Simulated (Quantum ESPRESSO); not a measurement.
# Collinear magnetic orders of VBr3 with Quantum ESPRESSO, part 2 of 2

A self-consistent run ends on one state, which hangs on the start. Several orders of VBr3 are started in Quantum ESPRESSO and their energies compared.

Quantum ESPRESSO 7.5; LDA; plane waves with GBRV 1.5 LDA potentials, no spin-orbit coupling.

So far, absolute magnetization (μB): step 2 (start 1: ferro ++) 4.60.

## Step 3: Run 2 (antiferro +−)

Input file pw.in:

```
&CONTROL
  calculation = 'scf'
  prefix = 'pwscf'
  outdir = './tmp'
  pseudo_dir = './pseudo'
  disk_io = 'nowf'
/
&SYSTEM
  ibrav = 0
  celldm(1) = 8
  nat = 8
  ntyp = 3
  ecutwfc = 40
  ecutrho = 280
  nbnd = 46
  occupations = 'smearing'
  smearing = 'fd'
  degauss = 0.00367493
  nspin = 2
  starting_magnetization(1) = 0.1538
  starting_magnetization(2) = -0.1538
  starting_magnetization(3) = 0
/
&ELECTRONS
  conv_thr = 1.6d-08
  electron_maxstep = 150
  mixing_beta = 0.3
/
ATOMIC_SPECIES
V1     50.9415 v_lda_v1.4.uspp.F.UPF
V2     50.9415 v_lda_v1.4.uspp.F.UPF
Br     79.9040 br_lda_v1.4.uspp.F.UPF
CELL_PARAMETERS alat
   2.3486186182634    0.0000000000000    0.0000000000000
  -1.1743093091435    2.0339633872145    0.0000000000000
   0.0000000000000    0.0000000000000    0.7945105464435
ATOMIC_POSITIONS crystal
V1      0.6666666700    0.3333333300    0.2500000000
V2      0.3333333300    0.6666666700    0.7500000000
Br      0.4419500000    0.2209750000    0.7500000000
Br      0.7790250000    0.2209750000    0.7500000000
Br      0.7790250000    0.5580500000    0.7500000000
Br      0.5580500000    0.7790250000    0.2500000000
Br      0.2209750000    0.7790250000    0.2500000000
Br      0.2209750000    0.4419500000    0.2500000000
K_POINTS automatic
6 6 6 0 0 0
```

Run with:

```
$ OMP_NUM_THREADS=1 mpirun -n 4 pw.x -nk 4 -in pw.in > pw.out
```

Log:

```text
[banner, memory and clock lines left out]
Program PWSCF v.7.5 starts

     Message from routine setup:
     using ibrav=0 with symmetry is DISCOURAGED, use correct ibrav instead

     bravais-lattice index     =            0
     lattice parameter (alat)  =       8.0000  a.u.
     unit-cell volume          =    1943.2347 (a.u.)^3
     number of atoms/cell      =            8
     number of atomic types    =            3
     number of electrons       =        68.00
     number of Kohn-Sham states=           46
     kinetic-energy cutoff     =      40.0000  Ry
     charge density cutoff     =     280.0000  Ry
     scf convergence threshold =      1.6E-08
     mixing beta               =       0.3000
     number of iterations used =            8  plain     mixing
     Exchange-correlation=  SLA  PZ   NOGX NOGC
                           (   1   1   0   0   0   0   0)

     celldm(1)=   8.000000  celldm(2)=   0.000000  celldm(3)=   0.000000
     celldm(4)=   0.000000  celldm(5)=   0.000000  celldm(6)=   0.000000

     crystal axes: (cart. coord. in units of alat)
               a(1) = (   2.348619   0.000000   0.000000 )
               a(2) = (  -1.174309   2.033963   0.000000 )
               a(3) = (   0.000000   0.000000   0.794511 )

     reciprocal axes: (cart. coord. in units 2 pi/alat)
               b(1) = (  0.425782  0.245825 -0.000000 )
               b(2) = (  0.000000  0.491651  0.000000 )
               b(3) = (  0.000000 -0.000000  1.258637 )

     PseudoPot. # 1 for V  read from file:
     v_lda_v1.4.uspp.F.UPF
     Pseudo is Ultrasoft + core correction, Zval = 13.0

     PseudoPot. # 2 for V  read from file:
     v_lda_v1.4.uspp.F.UPF
     Pseudo is Ultrasoft + core correction, Zval = 13.0

     PseudoPot. # 3 for Br read from file:
     br_lda_v1.4.uspp.F.UPF
     Pseudo is Ultrasoft + core correction, Zval =  7.0

     atomic species   valence    mass     pseudopotential
     V1               13.00    50.94150     V ( 1.00)
     V2               13.00    50.94150     V ( 1.00)
     Br                7.00    79.90400     Br( 1.00)

     Starting magnetic structure
     atomic species   magnetization
     V1              0.154
     V2             -0.154
     Br              0.000

     12 Sym. Ops. (no inversion) found ( 6 have fractional translation)

   Cartesian axes

     site n.     atom                  positions (alat units)
         1        V1     tau(   1) = (   1.1743093   0.6779878   0.1986276  )
         2        V2     tau(   2) = (  -0.0000000   1.3559756   0.5958829  )
         3        Br     tau(   3) = (   0.7784790   0.4494551   0.5958829  )
         4        Br     tau(   4) = (   1.5701396   0.4494551   0.5958829  )
         5        Br     tau(   5) = (   1.1743093   1.1350533   0.5958829  )
         6        Br     tau(   6) = (   0.3958303   1.5845083   0.1986276  )
         7        Br     tau(   7) = (  -0.3958303   1.5845083   0.1986276  )
         8        Br     tau(   8) = (  -0.0000000   0.8989101   0.1986276  )

     number of k points=    28  Fermi-Dirac smearing, width (Ry)=  0.0037
                       cart. coord. in units 2pi/alat
        k(    1) = (   0.0000000   0.0000000   0.0000000), wk =   0.0046296
        k(    2) = (   0.0000000   0.0000000   0.2097728), wk =   0.0092593
        k(    3) = (   0.0000000   0.0000000   0.4195455), wk =   0.0092593
        k(    4) = (   0.0000000   0.0000000  -0.6293183), wk =   0.0046296
        k(    5) = (   0.0000000   0.0819418   0.0000000), wk =   0.0277778
        [... 23 further k-points ...]

     Dense  grid:   153717 G-vectors     FFT dimensions: ( 108, 108,  36)

     Smooth grid:    66433 G-vectors     FFT dimensions: (  75,  75,  30)

     Generating pointlists ...
     new r_m :   0.2498 (alat units)  1.9984 (a.u.) for type    1
     new r_m :   0.2498 (alat units)  1.9984 (a.u.) for type    2
     new r_m :   0.2498 (alat units)  1.9984 (a.u.) for type    3

     Initial potential from superposition of free atoms

     starting charge      67.9978, renormalised to      68.0000

     negative rho (up, down):  7.178E-04 7.178E-04
     Starting wfcs are   44 randomized atomic wfcs +    2 random wfcs

     Self-consistent Calculation

     iteration #  1     ecut=    40.00 Ry     beta= 0.30
     Davidson diagonalization with overlap
     ethr =  1.00E-02,  avg # of iterations =  5.2

     Threshold (ethr) on eigenvalues was too large:
     Diagonalizing with lowered threshold

     Davidson diagonalization with overlap
     ethr =  1.85E-04,  avg # of iterations =  4.1

     negative rho (up, down):  7.228E-04 7.228E-04

     total energy              =    -569.84985317 Ry
     estimated scf accuracy    <       0.13654538 Ry

     total magnetization       =    -0.00 Bohr mag/cell
     absolute magnetization    =     4.30 Bohr mag/cell

     iteration #  2     ecut=    40.00 Ry     beta= 0.30
     Davidson diagonalization with overlap
     ethr =  2.01E-04,  avg # of iterations =  3.5

     negative rho (up, down):  7.490E-04 7.490E-04

     total energy              =    -569.85702943 Ry
     estimated scf accuracy    <       0.07932175 Ry

     total magnetization       =    -0.00 Bohr mag/cell
     absolute magnetization    =     4.27 Bohr mag/cell

     [... further iterations left out ...]

     iteration # 11     ecut=    40.00 Ry     beta= 0.30
     Davidson diagonalization with overlap
     ethr =  2.16E-09,  avg # of iterations =  1.0

     negative rho (up, down):  9.196E-04 9.196E-04

     total energy              =    -569.87493524 Ry
     estimated scf accuracy    <       0.00000003 Ry

     total magnetization       =    -0.00 Bohr mag/cell
     absolute magnetization    =     4.58 Bohr mag/cell

     iteration # 12     ecut=    40.00 Ry     beta= 0.30
     Davidson diagonalization with overlap
     ethr =  3.79E-11,  avg # of iterations =  2.2

     negative rho (up, down):  9.195E-04 9.195E-04

     Magnetic moment per site  (integrated on atomic sphere of radius R)
     atom   1 (R=0.250)  charge= 10.9977  magn=  1.8196
     atom   2 (R=0.250)  charge= 10.9976  magn= -1.8195
     atom   3 (R=0.250)  charge=  4.8741  magn= -0.0399
     atom   4 (R=0.250)  charge=  4.8741  magn= -0.0399
     atom   5 (R=0.250)  charge=  4.8741  magn= -0.0399
     atom   6 (R=0.250)  charge=  4.8741  magn=  0.0399
     atom   7 (R=0.250)  charge=  4.8741  magn=  0.0399
     atom   8 (R=0.250)  charge=  4.8741  magn=  0.0399

     End of self-consistent calculation

     [... lines left out ...]
     the Fermi energy is     2.4621 ev

!    total energy              =    -569.87493525 Ry
     estimated scf accuracy    <       0.00000001 Ry
     smearing contrib. (-TS)   =      -0.00455176 Ry
     internal energy E=F+TS    =    -569.87038350 Ry

     The total energy is F=E-TS. E is the sum of the following terms:
     one-electron contribution =    -437.49959276 Ry
     hartree contribution      =     233.57570958 Ry
     xc contribution           =    -193.58682980 Ry
     ewald contribution        =    -172.35967052 Ry

     total magnetization       =     0.00 Bohr mag/cell
     absolute magnetization    =     4.58 Bohr mag/cell

     convergence has been achieved in  12 iterations
```

Elapsed: 2.2 min, on 4 MPI ranks of Intel Xeon 6975P-C (Granite Rapids), shared host; peak memory 1.4 GiB; 8.9 min of CPU time.

Spin moment in the atom's sphere by atom:

```csv
atom,spin moment in the atom's sphere (μB)
V1,1.82
V2,-1.82
Br3,-0.04
Br4,-0.04
Br5,-0.04
Br6,0.04
Br7,0.04
Br8,0.04
```

This step gave:

```
smearing term TS       : 0.06193 eV
magnetization          : 0 μB
absolute magnetization : 4.577 μB
final state            : antiferromagnetic
```

Spin density in the ab plane at fractional z = 0.250, with atoms of V and Br within 0.2 Å of it.

Values in e/Å³, 13 rows by 16 columns, each cell a mean:
```
0.0 0.0 0.0 0.0 0.0 0.0 0.0 0.0 0.0 0.0 0.0 0.0 0.0 0.0 0.0 0.0
0.0 0.0 0.0 0.0 0.0 0.0 0.0 0.0 0.0 0.0 0.0 0.0 0.0 0.0 0.0 0.0
0.0 0.0 0.0 0.0 0.0 0.0 0.0 0.0 0.0 0.0 0.0 0.0 0.0 0.0 0.0 0.0
0.0 0.0 0.0 0.0 0.0 0.0 0.0 0.0 0.0 0.0 0.0 0.0 0.0 0.0 0.0 0.0
0.0 0.0 0.0 0.0 0.0 0.0 0.0 0.0 0.0 0.0 0.0 0.0 0.0 0.0 0.0 0.0
0.0 0.0 0.0 0.0 0.0 0.0 0.0 0.0 0.0 0.0 0.0 0.0 0.0 0.0 0.0 0.0
0.0 0.0 0.0 0.0 0.0 0.0 0.0 0.0 0.0 0.0 0.0 0.0 0.0 0.0 0.0 0.0
0.0 0.0 0.0 0.0 0.0 0.0 0.0 0.0 0.0 0.1 0.3 0.5 0.2 0.0 0.0 0.0
0.0 0.0 0.0 0.0 0.0 0.0 0.0 0.0 0.0 0.4 1.5 1.2 0.2 0.0 0.0 0.0
0.0 0.0 0.0 0.0 0.0 0.0 0.0 0.0 0.0 0.3 0.7 0.2 0.0 0.0 0.0 0.0
0.0 0.0 0.0 0.0 0.0 0.0 0.0 0.0 0.0 0.1 0.0 0.0 0.0 0.0 0.0 0.0
0.0 0.0 0.0 0.0 0.0 0.0 0.0 0.0 0.0 0.0 0.0 0.0 0.0 0.0 0.0 0.0
0.0 0.0 0.0 0.0 0.0 0.0 0.0 0.0 0.0 0.0 0.0 0.0 0.0 0.0 0.0 0.0
```
Columns run along a (9.9 Å), rows up along b (9.9 Å). Atoms in or near the plane, at fractional coordinates: V at (0.67, 0.33), Br at (0.56, 0.78), Br at (0.22, 0.78), Br at (0.22, 0.44).

Valence density in the ab plane at fractional z = 0.250, with atoms of V and Br within 0.2 Å of it. It is the smooth field of the valence electrons, not physical close to the nuclei.

Ten steps, logarithmic in the rise over the least value, from '_' (0 e/Å³) to '@' (10 e/Å³), each cell a mean:
```
________________....________________..__________________
____________..::::::..________..::::::....______________
________..::--====--::..__..::--======::..______________
______..--==++++++==::....::==++++++==--..______________
____..--====++==++==::..::==++++++====--..______________
____::==++==**====--::::--++==**++++==::________________
__..::==++======--::::::==++++==++==::..________________
__..::--======--::....::--======--::..__________________
__....::::::::::::....::::::::::..______________________
____........::::::::::........____________......________
________..::--====--::..________________........________
______..--==++++++==::..______________..........________
____..--====++==++==::______________..::::::....________
____::==++==**==++--..____________..--++++--::..________
__..::==++======--..__________..::==%%@@%%++::..________
__..::========--..__________....==%%@@@@%%++::..________
__....::::::....__________....::**@@@@@@**--....________
______....____________......::::++####++--::....________
______________________........::------::........________
______________________........................__________
________________________________________..______________
________________________________________________________
________________________________________________________
________________________________________________________
```
Columns run along a (9.9 Å), rows up along b (9.9 Å). Atoms in or near the plane, at fractional coordinates: V at (0.67, 0.33), Br at (0.56, 0.78), Br at (0.22, 0.78), Br at (0.22, 0.44).

## Step 4: Energies of the orders

An order is kept where moments of 0.15 μB or more survive with the typed signs; meshes match where a doubled cell samples the same k points as the first cell.

Orders:

```csv
start,final state,typed order kept,energy over the lowest (meV a seeded atom),largest site moment (μB),net moment (μB a cell of the first run),mesh matched,CPU time (s)
ferro ++,ferromagnetic,yes,0,1.823,4,yes,480.2
antiferro +-,antiferromagnetic,yes,6.235,1.82,0,yes,535.1
```

## Step 5: Summary of results

```
lowest state found      : ferromagnetic (from ferro ++)
largest site moment     : 1.82 μB
next state with moments : antiferromagnetic, 6.23 meV a seeded atom higher
```

What this shows: The smearing terms TS of the orders run from 31 to 34 meV a seeded atom, so the differences would change at a smaller width: an order with a larger TS is lowered more by the smearing. Only these 2 starts were compared; other wavevectors, canted and longer-period orders were not. No Hubbard term acts here. In such compounds local and semilocal functionals without one often delocalise the d electrons, and can shrink or lose moments and miss the size, sign and order of the couplings. The smearing term is large for its width, so states at the Fermi level are partly filled: at this level the cell is a metal or has a gap of a few widths at most.

[Logs and program files are shortened in this print: banners, set-up blocks, solver, clock and traceback lines can be left out without a mark of their own.]

[Logs are printed without paths, hosts, clocks, repeated set-up lines and the standing remarks that a program may print on its own settings, such as how far it seeks lower states.]

[Hosts, paths, dates, database ids (printed as entryN), source tags and the programs' standing remarks are cut or masked in the printed files.]

[Where a cell is said to come from a database of computed structures, the database is the Materials Project.]
